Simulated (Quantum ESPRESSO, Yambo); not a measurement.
# Quasiparticle gap of PbO (P4/nmm) in Yambo, part 2 of 3

How does a plane-wave GW calculation on PbO (P4/nmm) run from the first input to the gap?

Quantum ESPRESSO 7.5 and Yambo 5.3.0; PBE and many-body steps on it, plane waves. Known limits of the many-body steps: not at the basis limit; no spin-orbit coupling; coarse k mesh.

So far. Step 2 (Ground state): The gap is indirect, with the least direct gap 1.00 eV higher. Step 3 (Bands along the symmetry lines): The gap is 1.139 eV, −0.001 eV from the run before at this level.

The database entry behind the starting cell differs from later determinations by our own check (c about 1 % long), so it need not match the best structure at ambient conditions.

## Step 4: Empty states on the mesh, 4×4×2 mesh, 145 bands

Level of this step: DFT, PBE, plane waves, norm-conserving pseudopotentials (Quantum ESPRESSO).

The sums over transitions need many empty states on a uniform mesh; this step solves for them.

pw.in

```
&control
  calculation = 'nscf'
  prefix = 'x'
  outdir = 'o'
  pseudo_dir = 'pseudo'
/
&system
  ibrav = 0
  nat = 4
  ntyp = 2
  ecutwfc = 76.0
  nbnd = 145
  force_symmorphic = .true.
/
&electrons
  conv_thr = 1e-9
  electron_maxstep = 80
  diago_full_acc = .true.
  diago_thr_init = 5e-6
/
ATOMIC_SPECIES
  Pb 207.2 Pb.upf
  O 15.999 O.upf
CELL_PARAMETERS angstrom
  3.9600000000 0.0000000000 0.0000000000
  0.0000000000 3.9600000000 0.0000000000
  0.0000000000 0.0000000000 5.0700000000
ATOMIC_POSITIONS crystal
  Pb 0.0000000000 0.5000000000 0.2385140000
  Pb 0.5000000000 0.0000000000 0.7614860000
  O 0.0000000000 0.0000000000 0.0000000000
  O 0.5000000000 0.5000000000 0.0000000000
K_POINTS automatic
  4 4 2 0 0 0
```

Started as:

```console
> OMP_NUM_THREADS=1 mpirun -n 4 pw.x -nk 4 -in pw.in > pw.out
```

Output:

```text
[banner, memory and clock lines left out]
Program PWSCF v.7.5 starts

     Atomic positions and unit cell read from directory:
     o/x.save/

     Message from routine setup:
     using ibrav=0 with symmetry is DISCOURAGED, use correct ibrav instead

     G-vector sticks info

     bravais-lattice index     =            0
     lattice parameter (alat)  =       7.4833  a.u.
     unit-cell volume          =     536.5311 (a.u.)^3
     number of atoms/cell      =            4
     number of atomic types    =            2
     number of electrons       =        56.00
     number of Kohn-Sham states=          145
     kinetic-energy cutoff     =      76.0000  Ry
     charge density cutoff     =     304.0000  Ry
     Exchange-correlation= PBE
                           (   1   4   3   4   0   0   0)

     celldm(1)=   7.483315  celldm(2)=   0.000000  celldm(3)=   0.000000
     celldm(4)=   0.000000  celldm(5)=   0.000000  celldm(6)=   0.000000

     crystal axes: (cart. coord. in units of alat)
               a(1) = (   1.000000   0.000000   0.000000 )
               a(2) = (   0.000000   1.000000   0.000000 )
               a(3) = (   0.000000   0.000000   1.280303 )

     reciprocal axes: (cart. coord. in units 2 pi/alat)
               b(1) = (  1.000000  0.000000  0.000000 )
               b(2) = (  0.000000  1.000000  0.000000 )
               b(3) = (  0.000000  0.000000  0.781065 )
     Pseudo is Norm-conserving + core correction, Zval = 22.0
     Generated using ONCVPSP code by D. R. Hamann
     Using radial grid of 1692 points,  7 beta functions with:
     Pseudo is Norm-conserving + core correction, Zval =  6.0
     Generated using ONCVPSP code by D. R. Hamann
     Using radial grid of  936 points,  5 beta functions with:
     Pb               22.00   207.20000     Pb( 1.00)
     O                 6.00    15.99900     O ( 1.00)

      8 Sym. Ops. (no inversion) found

   Cartesian axes

     site n.     atom                  positions (alat units)
         1        Pb     tau(   1) = (   0.0000000   0.5000000   0.3053702  )
         2        Pb     tau(   2) = (   0.5000000   0.0000000   0.9749328  )
         3        O      tau(   3) = (   0.0000000   0.0000000   0.0000000  )
         4        O      tau(   4) = (   0.5000000   0.5000000   0.0000000  )

     number of k points=    12
                       cart. coord. in units 2pi/alat
        k(    1) = (   0.0000000   0.0000000   0.0000000), wk =   0.0625000
        k(    2) = (   0.0000000   0.0000000  -0.3905325), wk =   0.0625000
        k(    3) = (   0.0000000   0.2500000   0.0000000), wk =   0.2500000
[...]
k(   11) = (  -0.5000000  -0.5000000   0.0000000), wk =   0.0625000
        k(   12) = (  -0.5000000  -0.5000000  -0.3905325), wk =   0.0625000

     Dense  grid:    48109 G-vectors     FFT dimensions: (  45,  45,  54)

     The potential is recalculated from file :
     o/x.save/charge-density

     Starting wfcs are   34 randomized atomic wfcs +  111 random wfcs

     Band Structure Calculation

     End of band structure calculation

          k = 0.0000 0.0000 0.0000 (  6023 PWs)   bands (ev):

  -128.2830-128.2830 -69.9774 -69.9774 -69.9769 -69.9769 -69.9736 -69.9728
    -7.8584  -7.3200  -5.5689  -5.5689  -5.5086  -5.5056  -5.4213  -5.3480
    -5.3450  -5.3450  -5.3282  -3.9810   3.2148   3.7136   6.2611   6.2611
     8.7622   8.8859   8.8859  10.4903  12.9003  16.0070  16.0704  16.0704
[...]
[... 7 further rows ...]
[...]
77.1489

          k = 0.0000 0.0000-0.3905 (  6026 PWs)   bands (ev):

  -128.2831-128.2829 -69.9772 -69.9772 -69.9770 -69.9770 -69.9733 -69.9730
[...]
[... 7 further rows ...]
[...]
78.8423

          k = 0.0000 0.2500 0.0000 (  6009 PWs)   bands (ev):

  -128.2830-128.2830 -69.9774 -69.9773 -69.9771 -69.9770 -69.9735 -69.9729
[...]
44.5791  45.4382  45.7789  46.5083  46.5506  46.8209  47.3083  47.4017
     [... 7 further rows ...]
    74.1494  74.6643  75.1311  75.3503  75.4141  76.3751  76.7433  77.2864
    77.3616

          k = 0.0000 0.2500-0.3905 (  6018 PWs)   bands (ev):

     [... further k-points ...]

     highest occupied, lowest unoccupied level (ev):    10.4903   11.6307

     XML data file, pseudopotentials, collected wavefunctions
```

Elapsed: 25 s, on 4 MPI ranks of Arm Neoverse V1, shared host; peak memory 0.52 GiB.

This step gave:

| Quantity | Value |
| --- | --- |
| gap | 1.140 eV |
| k of the valence top | 0, 0, 0 |
| k of the conduction bottom | -0.5, -0.5, 0 |
| least direct gap | 2.140 eV |
| k points computed | 12 |
| lowest point of the top converged band, above the valence top | 66.6389 eV |

On this mesh the gap is 1.140 eV.

## Step 5: Conversion and set-up

This step: Yambo 5.3.0; conversion and set-up on PBE, plane waves, norm-conserving pseudopotentials.

The states are converted to the many-body program's format and the q mesh is built.

Started as:

```console
> (cd o/x.save; p2y > p2y.log; mv SAVE ../..); yambo > setup.log
```

Output:

```text
 Yambo, version 5.3.0

 [02] CORE Variables Setup
 =========================

  [02.01] Unit cells
  ==================

  Cell kind             :  Unknown
  Atoms in the cell     :  Pb  O
  number of Pb atoms    :  2
  number of O  atoms    :  2

  List of atomic masses
  Mass of Pb    :  207.2000
  Mass of O     :  15.99900

  List of atomic coordinates    : [cc]
  Pb1       :  0.000000  3.741658  2.285182  order 1
  Pb2       :  3.741658  0.000000  7.295730  order 2
  O1       :  0.000000  0.000000  0.000000  order 3
  O2       :  3.741658  3.741658  0.000000  order 4

  Alat factors          :  7.483315  7.483315  9.580911 [a.u.]
  Direct lattice volume :  536.5311 [a.u.]
  Direct lattice vectors:  A[ 1 ]  A[ 2 ]  A[ 3 ]
   A[ 1 ]:  1.000000  0.000000  0.000000  [iru]
   7.483315  0.000000  0.000000  [cc]
   A[ 2 ]:  0.000000  1.000000  0.000000  [iru]
   0.000000  7.483315  0.000000  [cc]
   A[ 3 ]:  0.000000  0.000000  1.000000  [iru]
   0.000000  0.000000  9.580911  [cc]

  Recip. lattice volume :  0.462322 [a.u.]
  Recip. lattice vectors:  B[ 1 ]  B[ 2 ]  B[ 3 ]
   B[ 1 ]:  1.000000  0.000000  0.000000  [iku]
   0.839626  0.000000  0.000000  [cc]
   B[ 2 ]:  0.000000  1.000000  0.000000  [iku]
   0.000000  0.839626  0.000000  [cc]
   B[ 3 ]:  0.000000  0.000000  1.000000  [iku]
   0.000000  0.000000  0.655802  [cc]

  [02.02] Symmetries
  ==================

  Inversion symmetry    : yes
  Spatial inversion     : no
  Inversion index       :   9
  K-space Time-reversal : yes
  Magnetic symmetries   : no
  Time-reversal derived K-space symmetries:   9  16
  Group table correct   : yes
  Symmetries units      :  [cc]

   [S  1]:  1.000000  0.000000  0.000000  0.000000  1.000000  0.000000  0.000000  0.000000  1.000000
   [S  2]: -1.000000  0.000000  0.000000  0.000000 -1.000000  0.000000  0.000000  0.000000  1.000000
   [S  3]:  0.000000  1.000000  0.000000  1.000000  0.000000  0.000000  0.000000  0.000000 -1.000000
[...]
[S  7]:  0.000000  1.000000  0.000000 -1.000000  0.000000  0.000000  0.000000  0.000000 -1.000000
   [S  8]:  0.000000 -1.000000  0.000000  1.000000  0.000000  0.000000  0.000000  0.000000 -1.000000
   [S* 9]: -1.000000 -0.000000 -0.000000 -0.000000 -1.000000 -0.000000 -0.000000 -0.000000 -1.000000
   [S*10]:  1.000000 -0.000000 -0.000000 -0.000000  1.000000 -0.000000 -0.000000 -0.000000 -1.000000
     [... 4 further rows ...]
   [S*15]: -0.000000 -1.000000 -0.000000  1.000000 -0.000000 -0.000000 -0.000000 -0.000000  1.000000
   [S*16]: -0.000000  1.000000 -0.000000 -1.000000 -0.000000 -0.000000 -0.000000 -0.000000  1.000000

  [02.03] Reciprocal space
  ========================

  nG shells         :  2941
  nG charge         :   48109
  nG WFs            :   7417
  nC WFs            :   6026
  G-vecs. in first 80 shells:  [ Number ]
     1    3    7   15   19   21   29   37   41
[...]
WF components:   6026
  K [ 3]         [rlu]:  0.000000  0.250000  0.000000
         WF components:   6009
[...]
K [ 8]         [rlu]:  0.250000  0.250000 -0.500000
[...]
K [ 9]         [rlu]:  0.250000 -0.500000  0.000000
[...]
K [10]         [rlu]:  0.250000 -0.500000 -0.500000
[...]
K [11]         [rlu]: -0.500000 -0.500000  0.000000
         WF components:   6004
  K [12]         [rlu]: -0.500000 -0.500000 -0.500000
         WF components:   5984

  [02.05] Energies & Occupations
  ==============================

  [X] === General ===
  [X] Electronic Temperature                        :  0.000000  0.000000 [eV K]
  [X] Bosonic    Temperature                        :  0.000000  0.000000 [eV K]
  [X] Finite Temperature mode                       : no
  [X] El. density                                   :  0.70435E+24 [cm-3]
  [X] Fermi Level                                   :  10.49034 [eV]

  [X] === Gaps and Widths ===
  [X] Conduction Band Min                           :  1.140379 [eV]
  [X] Valence Band Max                              :  0.000000 [eV]
  [X] Filled Bands                                  :  28
  [X] Empty Bands                                   :   29  145
  [X] Direct Gap                                    :  2.139783 [eV]
  [X] Direct Gap localized at k                     :  11
  [X] Indirect Gap                                  :  1.140379 [eV]
  [X] Indirect Gap between kpts                     :   1  11
  [X] Last valence band width                       :  1.733881 [eV]
  [X] 1st conduction band width                     :  2.397823 [eV]

  E @ K [ 1]:  [eV]
  -138.7733 -138.7733  -80.4677  -80.4677  -80.4672  -80.4672  -80.4639  -80.4631
[...]
occ @ K [ 1]
[...]
E @ K [ 2]:  [eV]
[...]
occ @ K [ 2]
[...]
E @ K [ 3]:  [eV]
[...]
occ @ K [ 3]
[...]
E @ K [ 8]:  [eV]
[...]
occ @ K [ 8]
[...]
E @ K [ 9]:  [eV]
[...]
occ @ K [ 9]
[...]
E @ K [10]:  [eV]
[...]
occ @ K [10]
[...]
E @ K [11]:  [eV]
[...]
occ @ K [11]
[...]
E @ K [12]:  [eV]
[...]
occ @ K [12]
[...]
0.000000  0.000000  0.000000  0.000000  0.000000  0.000000  0.000000  0.000000
   0.000000  0.000000  0.000000  0.000000  0.000000  0.000000  0.000000  0.000000

 [03] Transferred momenta grid and indexing
 ==========================================

 IBZ Q-points                                      :  12
 BZ  Q-points                                      :   32

 K/Q-points units:
 rlu = crystal or reduced units; cc = cartesian coordinates; iku = interal k-units

 Q [ 1]         [rlu]:  0.000000  0.000000  0.000000
 Q [ 2]         [rlu]:  0.000000  0.000000 -0.500000
 Q [ 3]         [rlu]:  0.000000  0.250000  0.000000
[...]
Q [ 8]         [rlu]:  0.250000  0.250000 -0.500000
 Q [ 9]         [rlu]:  0.250000 -0.500000  0.000000
 Q [10]         [rlu]:  0.250000 -0.500000 -0.500000
 Q [11]         [rlu]: -0.500000 -0.500000  0.000000
 Q [12]         [rlu]: -0.500000 -0.500000 -0.500000

  [03.01] X indexes
  =================

   [03.01.01] Sigma indexes
   ========================

 [06] Game Over & Game summary
```

Wall time 2.6 s (1 MPI rank); peak memory 0.24 GiB.

[end of part 2 of 3]

[Paths, hosts, dates, memory and timing lines, banners, echoed tables and standing remarks are left out of the program output.]

[Logs are printed without paths, hosts, clocks, repeated set-up lines and the standing remarks that a program may print on its own settings, such as how far it seeks lower states.]

[Runs of the session that timed out or met a known fault of the program may be left out.]

[Hosts, paths, dates, database ids (printed as entryN), source tags and the programs' standing remarks are cut or masked in the printed files.]
